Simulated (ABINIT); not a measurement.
# Calculated records

```cif
data_inp
_symmetry_space_group_name_H-M 'F-43m'
_symmetry_Int_Tables_number 216
_cell_length_a 5.8610
_cell_length_b 5.8610
_cell_length_c 5.8610
_cell_angle_alpha 90.000
_cell_angle_beta 90.000
_cell_angle_gamma 90.000
_cell_volume 201.33
loop_
_atom_site_label
_atom_site_type_symbol
_atom_site_symmetry_multiplicity
_atom_site_Wyckoff_symbol
_atom_site_fract_x
_atom_site_fract_y
_atom_site_fract_z
_atom_site_occupancy
In1 In 4 a 0.00000 0.00000 0.00000 1
P1 P 4 d 0.25000 0.25000 0.75000 1
_calc_subject 'InP (F-43m): a self-consistent loop beyond G0W0, cycle by cycle'
_calc_method 'RPA screening on PBE, plane waves, norm-conserving pseudopotentials (and 3 further levels or steps)'
_calc_program 'ABINIT 10.8.3'
_calc_settings 'cutoff 33 Ha, PseudoDojo scalar-relativistic 0.4 stringent, norm-conserving, ngkpt (6, 6, 6), nband 144, ecuteps 6 Ha, inclvkb 2, shiftk (0, 0, 0), symchi 1, awtr 1, frequency ppm, 6×6×6 k-mesh'
_calc_cost '5 runs, 42 min in all on 8 MPI ranks of Intel Xeon Platinum 8488C (Sapphire Rapids), shared host'
_calc_notes 'The database entry behind the starting cell differs from other determinations of this structure. The cell and positions come from the Crystallography Open Database and are kept as given unless a step says otherwise. Limits: no spin-orbit coupling. The first cycle of evGW0 takes the full correction, without the factor Z, so it overshoots the one-shot value.'
_calc_g0w0 '1.390 eV'
_calc_evgw0_cycle_1 '1.586 eV'
_calc_evgw0_cycle_2 '1.459 eV'
_calc_known_limits 'short of the basis limit; no spin-orbit coupling'
```

[Long decimals in the printed logs are rounded to 6 places.]

[Logs are printed without paths, hosts, clocks, repeated set-up lines and the standing remarks that a program may print on its own settings, such as how far it seeks lower states.]

[Paths, hosts, dates, memory and timing lines, banners, echoed tables and standing remarks are left out of the program output; an Ansatz launch command may be rebuilt from the run's recorded settings. Measured values are a selection of at most five: reports struck by readers or far from the other reports are left out. None is set beside runs whose start may be inverted or whose files or cutoffs have a known fault.]

[Runs of the session that timed out or met a known fault of the program may be left out.]

[Hosts, paths, dates, database ids (printed as entryN), source tags and the programs' standing remarks are cut or masked in the printed files.]

[G0W0 gaps are taken among the corrected bands and points alone; a level outside them can change the order at an edge.]

[Where Ansatz stands beside ABINIT at settings called matched, ABINIT's density can come from a denser mesh and the files from another edition; pairs whose starting gaps differed by over 0.03 eV were left out, so agreement reads better than it is.]
